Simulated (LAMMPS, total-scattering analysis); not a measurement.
# K(I0.64,Br0.36) to Rb(I0.64,Br0.36): density against cation fraction of Rb

Simulated by classical molecular dynamics (LAMMPS) with the Lennard-Jones and Coulomb ion parameters for SPC/E (Joung and Cheatham, J. Phys. Chem. B 112, 9020 (2008)), full charges; about 600 atoms, sampled at 1200 K, each a liquid, cooled at 100 K/ps. These ion parameters were fitted for water; with full charges and no polarisation the melts tend to be sluggish and to freeze at too high a temperature. The rows are the members that were run; a member may also have been kept off the list beforehand.

| cation fraction of Rb | density (g/cm³) |
| --- | --- |
| 0 | 1.939 |
| 0.25 | 2.003 |
| 0.5 | ? |
| 0.75 | 2.267 |
| 1 | 2.288 |

**Task.** Fit a straight line to the known rows, say what its slope means, and predict the withheld row.

The means are x̄ = 0.5 and ȳ = 2.1242. Σ(x − x̄)(y − ȳ) = 0.2405 and Σ(x − x̄)² = 0.625, so the slope is 0.3848 and the intercept 1.9319. The residuals are +0.007, -0.025, +0.047, -0.029.

The fitted line rises by 0.385 g/cm³ over the range; the table's ends differ by 0.349.

At 0.5 the line gives 2.124; the run gave 2.104, a miss of +0.020, 6 % of the range covered. With all rows in view, the slope between neighbours runs 0.256, 0.404, 0.652, 0.084: no steady trend, so single short runs can't tell curvature from noise.
